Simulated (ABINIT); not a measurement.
# Beyond one shot: BaLiF3 (Pm-3m)

Aim: iterate the self-energy on BaLiF3 (Pm-3m) and follow the gap from cycle to cycle.

Method: LDA and many-body steps on it, plane waves, in ABINIT 10.8.3.

Report form: the programs' logs are mostly left out.

### 1. Set-up

Symmetry: Pm-3m, No. 221, cubic system. Conventional cell: a = 3.989 Å, b = 3.989 Å, c = 3.989 Å, α = 90.00°, β = 90.00°, γ = 90.00°. Nearest to Ba lie 12 F at 2.82 Å. Nearest to Li lie 6 F at 1.99 Å. Nearest to F lie 2 Li at 1.99 Å and 4 Ba at 2.82 Å. Farther neighbours and most contacts between anions are not listed.

The cell and positions are those that the Materials Project relaxed with its own functionals (PBE, PBE+U or r2SCAN), kept fixed. Spin-orbit coupling is left out unless a step names it.

### 2. Empty states on the mesh, 2×2×2 mesh, 47 bands

This step: ABINIT 10.8.3; DFT, LDA, plane waves, norm-conserving pseudopotentials.

The sums over transitions need many empty states on a uniform mesh; this step solves for them.

File run.abi:

```
acell 3*1.0 Angstrom
rprim 
  3.988581640000 0.000000000000 0.000000000000
  0.000000000000 3.988581640000 0.000000000000
  0.000000000000 0.000000000000 3.988581640000
ntypat 3
znucl 56 3 9
natom 5
typat 1 2 3 3 3
xred 
  0.000000000000 0.000000000000 0.000000000000
  0.500000000000 0.500000000000 0.500000000000
  0.000000000000 0.500000000000 0.500000000000
  0.500000000000 0.500000000000 0.000000000000
  0.500000000000 0.000000000000 0.500000000000
pp_dirpath "pseudos"
pseudos "Ba.upf, Li.upf, F.upf"
ecut 36
ngkpt 2 2 2
nshiftk 1
shiftk 0 0 0
kptopt 1
chksymbreak 0
iscf -2
irdden 1
istwfk *1
nband 47
nbdbuf 4
tolwfr 1e-09
nstep 60
prtvol 0
indata_prefix "in"
outdata_prefix "out"
tmpdata_prefix "tmp"
```

Command:

```sh
OMP_NUM_THREADS=1 mpirun -n 4 abinit run.abi > log
```

The job ended after 7.5 s (4 MPI ranks of Arm Neoverse V2, shared host; peak memory 0.28 GiB; 30 s of CPU time).

This step gave:

* gap: 6.550 eV
* k of the valence top: 0, 0, 0
* k of the conduction bottom: 0, 0, 0
* least direct gap: 6.550 eV
* k points computed: 4
* lowest point of the top converged band, above the valence top: 29.09 eV

On this mesh the gap is 6.550 eV.

The density comes from a self-consistent run that is not shown.

### 3. Screening, 2×2×2 mesh, 43 bands, screening to 87.1 eV

The RPA dielectric matrix is built and inverted for each q.

This step: RPA screening on LDA, plane waves, norm-conserving pseudopotentials.

run.abi: that of step 2 with these lines changed.

```diff
@@ -23,10 +23,11 @@
 chksymbreak 0
-iscf -2
-irdden 1
 istwfk *1
-nband 47
-nbdbuf 4
-tolwfr 1e-09
-nstep 60
-prtvol 0
+occopt 1
+irdwfk 1
+optdriver 3
+nband 43
+ecuteps 3.2
+inclvkb 2
+awtr 1
+symchi 1
 indata_prefix "in"
```

Wall time 4.1 s (4 MPI ranks); peak memory 0.5 GiB.

This step gave:

- ε∞ with local fields, on this mesh, along the program's q direction: 2.652
- the same without local fields: 2.839
- plasma frequency: 27.18 eV
- plane waves in the screening matrix: 123

Local fields lower ε∞ by 7 %. On a Γ-centred mesh this coarse the value itself is usually too large, while a short band sum pulls it down.

### 4. G0W0

The self-energy is evaluated for the states that the input lists, and the levels follow from it, in one-shot runs by the linearised quasiparticle equation.

This step: G0W0 on LDA, plane waves, norm-conserving pseudopotentials.

run.abi: that of step 3 with these lines changed.

```diff
@@ -26,8 +26,15 @@
 irdwfk 1
-optdriver 3
+optdriver 4
 nband 43
+gwcalctyp 0
+ecutsigx 36
+symsigma 1
+nkptgw 1
+kptgw 
+  0.0000000000 0.0000000000 0.0000000000
+bdgw 
+  15 19
 ecuteps 3.2
-inclvkb 2
-awtr 1
-symchi 1
+irdscr 1
+ppmodel 1
 indata_prefix "in"
```

Elapsed: 2.8 s, on 4 MPI ranks; peak memory 0.16 GiB; 11 s of CPU time.

This step gave:

- G0W0 gap on the points computed: 10.29 eV
- starting gap on the mesh: 6.550 eV
- k of the valence top: 0, 0, 0
- k of the conduction bottom: 0, 0, 0
- Z at the valence top: 0.804
- Z at the conduction bottom: 0.881
- least direct G0W0 gap on the computed points: 10.29 eV

The gap on the mesh goes from 6.55 eV to 10.29 eV, a correction of +3.74 eV.

### 5. QSGW, cycle 1

This step: QSGW on LDA, plane waves, norm-conserving pseudopotentials.

run.abi: that of step 4 with these lines changed.

```diff
@@ -28,10 +28,16 @@
 nband 43
-gwcalctyp 0
+gwcalctyp 28
 ecutsigx 36
-symsigma 1
-nkptgw 1
+symsigma 0
+nkptgw 4
 kptgw 
   0.0000000000 0.0000000000 0.0000000000
+  0.5000000000 0.0000000000 0.0000000000
+  0.5000000000 0.5000000000 0.0000000000
+  0.5000000000 0.5000000000 0.5000000000
 bdgw 
-  15 19
+  6 26
+  6 26
+  6 26
+  6 26
 ecuteps 3.2
```

Run time: 9.5 s. Hardware: 4 MPI ranks; peak memory 1.1 GiB; 38 s of CPU time.

Numbers from this step:

```yaml
quasiparticle_gap_on_the_mesh: 10.96 eV
gap_of_the_density_functional_on_the_mesh: 6.550 eV
k_of_the_valence_top: 0, 0, 0
k_of_the_conduction_bottom: 0, 0, 0
z_at_the_valence_top: 1
z_at_the_conduction_bottom: 1
least_direct_quasiparticle_gap_on_the_computed_points: 10.96 eV
```

Against G0W0 in ABINIT (2×2×2 mesh, 43 bands, screening to 87.1 eV, Godby-Needs plasmon pole), the gap moves by +0.666 eV.

### 6. Screening, 2×2×2 mesh, 43 bands, screening to 87.1 eV

This step: RPA screening on LDA, plane waves, norm-conserving pseudopotentials.

run.abi: that of step 5 with these lines changed.

```diff
@@ -26,21 +26,13 @@
 irdwfk 1
-optdriver 4
+optdriver 3
 nband 43
+ecuteps 3.2
+inclvkb 2
+awtr 1
+symchi 1
 gwcalctyp 28
-ecutsigx 36
-symsigma 0
-nkptgw 4
-kptgw 
-  0.0000000000 0.0000000000 0.0000000000
-  0.5000000000 0.0000000000 0.0000000000
-  0.5000000000 0.5000000000 0.0000000000
-  0.5000000000 0.5000000000 0.5000000000
-bdgw 
-  6 26
-  6 26
-  6 26
-  6 26
-ecuteps 3.2
-irdscr 1
-ppmodel 1
+mbpt_sciss 4.665 eV
+nqptdm 1
+qptdm 
+  0 0 0
 indata_prefix "in"
```

Wall time 3.6 s (4 MPI ranks); peak memory 0.5 GiB; 14 s of CPU time.

Numbers from this step:

```
ε∞ with local fields, on this mesh, along the program's q direction : 2.215
the same without local fields                                       : 2.339
plasma frequency                                                    : 27.18 eV
plane waves in the screening matrix                                 : 123
```

This screening uses the functional's bands under a rigid shift, the mean opening of the cycle before.

### 7. Screening, 2×2×2 mesh, 43 bands, screening to 87.1 eV

This step: RPA screening on LDA from quasiparticle energies and orbitals, plane waves, norm-conserving pseudopotentials.

run.abi: that of step 6 with these lines changed.

```diff
@@ -32,7 +32,9 @@
 symchi 1
+irdqps 1
 gwcalctyp 28
-mbpt_sciss 4.665 eV
-nqptdm 1
+nqptdm 3
 qptdm 
-  0 0 0
+  0.5000000000 0.0000000000 0.0000000000
+  0.5000000000 0.5000000000 0.0000000000
+  0.5000000000 0.5000000000 0.5000000000
 indata_prefix "in"
```

File mrgscr.stdin:

```
2
merged
q0_SCR
out_SCR
1
```

Command:

```sh
OMP_NUM_THREADS=1 mpirun -n 4 abinit run.abi > log; mrgscr < mrgscr.stdin
```

Wall time 2.9 s (4 MPI ranks); peak memory 0.13 GiB; 11 s of CPU time.

Numbers from this step:

```
plasma frequency                    : 27.18 eV
plane waves in the screening matrix : 123
```

This screening reads the quasiparticle levels of the cycle before.

### 8. QSGW, cycle 2

The corrected levels of the last cycle go back in.

This step: QSGW on LDA, plane waves, norm-conserving pseudopotentials.

run.abi: that of step 7 with these lines changed.

```diff
@@ -26,12 +26,10 @@
 irdwfk 1
-optdriver 3
+optdriver 4
 nband 43
-ecuteps 3.2
-inclvkb 2
-awtr 1
-symchi 1
-irdqps 1
 gwcalctyp 28
-nqptdm 3
-qptdm 
+ecutsigx 36
+symsigma 0
+nkptgw 4
+kptgw 
+  0.0000000000 0.0000000000 0.0000000000
   0.5000000000 0.0000000000 0.0000000000
@@ -39,2 +37,11 @@
   0.5000000000 0.5000000000 0.5000000000
+bdgw 
+  6 26
+  6 26
+  6 26
+  6 26
+ecuteps 3.2
+irdscr 1
+ppmodel 1
+irdqps 1
 indata_prefix "in"
```

Command:

```sh
OMP_NUM_THREADS=1 mpirun -n 4 abinit run.abi > log
```

Wall time 9.6 s (4 MPI ranks); peak memory 1.1 GiB.

Numbers from this step:

```
quasiparticle gap on the mesh                         : 11.49 eV
gap of the density functional on the mesh             : 6.550 eV
k of the valence top                                  : 0, 0, 0
k of the conduction bottom                            : 0, 0, 0
least direct quasiparticle gap on the computed points : 11.49 eV
```

Against the cycle before, the gap moves by +0.534 eV.

### 9. Screening, 2×2×2 mesh, 43 bands, screening to 87.1 eV

This step: RPA screening on LDA, plane waves, norm-conserving pseudopotentials.

run.abi: that of step 8 with these lines changed.

```diff
@@ -26,22 +26,13 @@
 irdwfk 1
-optdriver 4
+optdriver 3
 nband 43
+ecuteps 3.2
+inclvkb 2
+awtr 1
+symchi 1
 gwcalctyp 28
-ecutsigx 36
-symsigma 0
-nkptgw 4
-kptgw 
-  0.0000000000 0.0000000000 0.0000000000
-  0.5000000000 0.0000000000 0.0000000000
-  0.5000000000 0.5000000000 0.0000000000
-  0.5000000000 0.5000000000 0.5000000000
-bdgw 
-  6 26
-  6 26
-  6 26
-  6 26
-ecuteps 3.2
-irdscr 1
-ppmodel 1
-irdqps 1
+mbpt_sciss 5.221 eV
+nqptdm 1
+qptdm 
+  0 0 0
 indata_prefix "in"
```

Elapsed: 3.6 s, on 4 MPI ranks; peak memory 0.5 GiB.

This step gave:

| Property | Result |
| --- | --- |
| ε∞ with local fields, on this mesh, along the program's q direction | 2.179 |
| the same without local fields | 2.299 |
| plasma frequency | 27.18 eV |
| plane waves in the screening matrix | 123 |

This screening uses the functional's bands under a rigid shift, the mean opening of the cycle before.

### 10. Screening, 2×2×2 mesh, 43 bands, screening to 87.1 eV

This step: RPA screening on LDA from quasiparticle energies and orbitals, plane waves, norm-conserving pseudopotentials.

run.abi: that of step 9 with these lines changed.

```diff
@@ -32,7 +32,9 @@
 symchi 1
+irdqps 1
 gwcalctyp 28
-mbpt_sciss 5.221 eV
-nqptdm 1
+nqptdm 3
 qptdm 
-  0 0 0
+  0.5000000000 0.0000000000 0.0000000000
+  0.5000000000 0.5000000000 0.0000000000
+  0.5000000000 0.5000000000 0.5000000000
 indata_prefix "in"
```

mrgscr.stdin is that of step 7.

Command:

```sh
OMP_NUM_THREADS=1 mpirun -n 4 abinit run.abi > log; mrgscr < mrgscr.stdin
```

Wall time 2.9 s (4 MPI ranks); peak memory 0.13 GiB.

This step gave:

```yaml
plasma_frequency: 27.18 eV
plane_waves_in_the_screening_matrix: 123
```

This screening reads the quasiparticle levels of the cycle before.

### 11. QSGW, cycle 3

This step: QSGW on LDA, plane waves, norm-conserving pseudopotentials.

run.abi: that of step 10 with these lines changed.

```diff
@@ -26,12 +26,10 @@
 irdwfk 1
-optdriver 3
+optdriver 4
 nband 43
-ecuteps 3.2
-inclvkb 2
-awtr 1
-symchi 1
-irdqps 1
 gwcalctyp 28
-nqptdm 3
-qptdm 
+ecutsigx 36
+symsigma 0
+nkptgw 4
+kptgw 
+  0.0000000000 0.0000000000 0.0000000000
   0.5000000000 0.0000000000 0.0000000000
@@ -39,2 +37,11 @@
   0.5000000000 0.5000000000 0.5000000000
+bdgw 
+  6 26
+  6 26
+  6 26
+  6 26
+ecuteps 3.2
+irdscr 1
+ppmodel 1
+irdqps 1
 indata_prefix "in"
```

Command:

```sh
OMP_NUM_THREADS=1 mpirun -n 4 abinit run.abi > log
```

It took 9.7 s on 4 MPI ranks; peak memory 1.1 GiB.

This step gave:

- quasiparticle gap on the mesh: 11.54 eV
- gap of the density functional on the mesh: 6.550 eV
- k of the valence top: 0, 0, 0
- k of the conduction bottom: 0, 0, 0
- least direct quasiparticle gap on the computed points: 11.54 eV

Against the cycle before, the gap moves by +0.049 eV.

### 12. Screening, 2×2×2 mesh, 43 bands, screening to 87.1 eV

This step: RPA screening on LDA, plane waves, norm-conserving pseudopotentials.

run.abi: that of step 11 with these lines changed.

```diff
@@ -26,22 +26,13 @@
 irdwfk 1
-optdriver 4
+optdriver 3
 nband 43
+ecuteps 3.2
+inclvkb 2
+awtr 1
+symchi 1
 gwcalctyp 28
-ecutsigx 36
-symsigma 0
-nkptgw 4
-kptgw 
-  0.0000000000 0.0000000000 0.0000000000
-  0.5000000000 0.0000000000 0.0000000000
-  0.5000000000 0.5000000000 0.0000000000
-  0.5000000000 0.5000000000 0.5000000000
-bdgw 
-  6 26
-  6 26
-  6 26
-  6 26
-ecuteps 3.2
-irdscr 1
-ppmodel 1
-irdqps 1
+mbpt_sciss 5.278 eV
+nqptdm 1
+qptdm 
+  0 0 0
 indata_prefix "in"
```

The job ended after 3.7 s (4 MPI ranks; peak memory 0.5 GiB; 14 s of CPU time).

This step gave:

| Item | Value |
| --- | --- |
| ε∞ with local fields, on this mesh, along the program's q direction | 2.175 |
| the same without local fields | 2.294 |
| plasma frequency | 27.18 eV |
| plane waves in the screening matrix | 123 |

This screening uses the functional's bands under a rigid shift, the mean opening of the cycle before.

### 13. Screening, 2×2×2 mesh, 43 bands, screening to 87.1 eV

This step: RPA screening on LDA from quasiparticle energies and orbitals, plane waves, norm-conserving pseudopotentials.

run.abi: that of step 12 with these lines changed.

```diff
@@ -32,7 +32,9 @@
 symchi 1
+irdqps 1
 gwcalctyp 28
-mbpt_sciss 5.278 eV
-nqptdm 1
+nqptdm 3
 qptdm 
-  0 0 0
+  0.5000000000 0.0000000000 0.0000000000
+  0.5000000000 0.5000000000 0.0000000000
+  0.5000000000 0.5000000000 0.5000000000
 indata_prefix "in"
```

mrgscr.stdin is that of step 10.

Command:

```sh
OMP_NUM_THREADS=1 mpirun -n 4 abinit run.abi > log; mrgscr < mrgscr.stdin
```

Wall time 2.9 s (4 MPI ranks); peak memory 0.13 GiB.

This step gave:

| Quantity | Value |
| --- | --- |
| plasma frequency | 27.18 eV |
| plane waves in the screening matrix | 123 |

This screening reads the quasiparticle levels of the cycle before.

### 14. QSGW, cycle 4

This step: QSGW on LDA, plane waves, norm-conserving pseudopotentials.

run.abi: that of step 13 with these lines changed.

```diff
@@ -26,12 +26,10 @@
 irdwfk 1
-optdriver 3
+optdriver 4
 nband 43
-ecuteps 3.2
-inclvkb 2
-awtr 1
-symchi 1
-irdqps 1
 gwcalctyp 28
-nqptdm 3
-qptdm 
+ecutsigx 36
+symsigma 0
+nkptgw 4
+kptgw 
+  0.0000000000 0.0000000000 0.0000000000
   0.5000000000 0.0000000000 0.0000000000
@@ -39,2 +37,11 @@
   0.5000000000 0.5000000000 0.5000000000
+bdgw 
+  6 26
+  6 26
+  6 26
+  6 26
+ecuteps 3.2
+irdscr 1
+ppmodel 1
+irdqps 1
 indata_prefix "in"
```

Command:

```sh
OMP_NUM_THREADS=1 mpirun -n 4 abinit run.abi > log
```

Run time: 9.6 s. Hardware: 4 MPI ranks; peak memory 1.1 GiB; 38 s of CPU time.

Numbers from this step:

```yaml
quasiparticle_gap_on_the_mesh: 11.55 eV
gap_of_the_density_functional_on_the_mesh: 6.550 eV
k_of_the_valence_top: 0, 0, 0
k_of_the_conduction_bottom: 0, 0, 0
least_direct_quasiparticle_gap_on_the_computed_points: 11.55 eV
```

Against the cycle before, the gap moves by +0.014 eV.

### 15. The runs together

Times are wall times on 4 MPI ranks of Arm Neoverse V2, shared host, good to a factor of about two. A run's time includes the screening step that it read.

```csv
run,mesh,bands,screening cutoff (eV),DFT gap (eV),gap on the mesh (eV),direct (eV),ε∞ used,time
G0W0,2×2×2,43,87.1,6.550,10.292,10.292,2.65,6.9 s
"QSGW, cycle 1",2×2×2,43,87.1,6.550,10.958,10.958,2.65,14 s
"QSGW, cycle 2",2×2×2,43,87.1,6.550,11.492,11.492,2.21,16 s
"QSGW, cycle 3",2×2×2,43,87.1,6.550,11.541,11.541,2.18,16 s
"QSGW, cycle 4",2×2×2,43,87.1,6.550,11.555,11.555,2.18,16 s
```

### 16. Results

| Property | Result |
| --- | --- |
| G0W0 | 10.292 eV |
| QSGW, cycle 1 | 10.958 eV |
| QSGW, cycle 2 | 11.492 eV |
| QSGW, cycle 3 | 11.541 eV |
| QSGW, cycle 4 | 11.555 eV |
| known limits | not at the basis limit; no spin-orbit coupling; coarse k mesh |

What this shows: Only the bands that the input lists are updated; the others, empty or deep, keep the functional's energies or take a rigid shift. QSGW ends at 11.55 eV, +1.26 eV from G0W0, after 4 cycles that took 58 s beside the first screening; the last moved the gap by 0.014 eV. Bands and cutoff are finite, so the gap is not at the basis limit. The miss can reach some tenths of an eV and take either sign; the mesh is an error of its own. The 2×2×2 mesh is coarse for this cell, which bears on the long-range parts of exchange and screening. This is the ideal cubic cell; many perovskites, halides above all, are cubic only on average, and local tilts or off-centring can widen the gap. In the updated screening the q = 0 part is built from Kohn-Sham bands under a rigid shift, the other q from the quasiparticle levels. The many-body steps are scalar-relativistic: spin-orbit coupling is not in them.

[Paths, hosts, dates, memory and timing lines, banners, echoed tables and standing remarks are left out of the program output.]

[Logs are printed without paths, hosts, clocks, repeated set-up lines and the standing remarks that a program may print on its own settings, such as how far it seeks lower states.]

[Runs of the session that timed out or met a known fault of the program may be left out.]

[Hosts, paths, dates, database ids (printed as entryN), source tags and the programs' standing remarks are cut or masked in the printed files.]

[G0W0 gaps are taken among the corrected bands and points alone; a level outside them can change the order at an edge.]

[Where Ansatz stands beside ABINIT at settings called matched, ABINIT's density can come from a denser mesh and the files from another edition; pairs whose starting gaps differed by over 0.03 eV were left out, so agreement reads better than it is.]
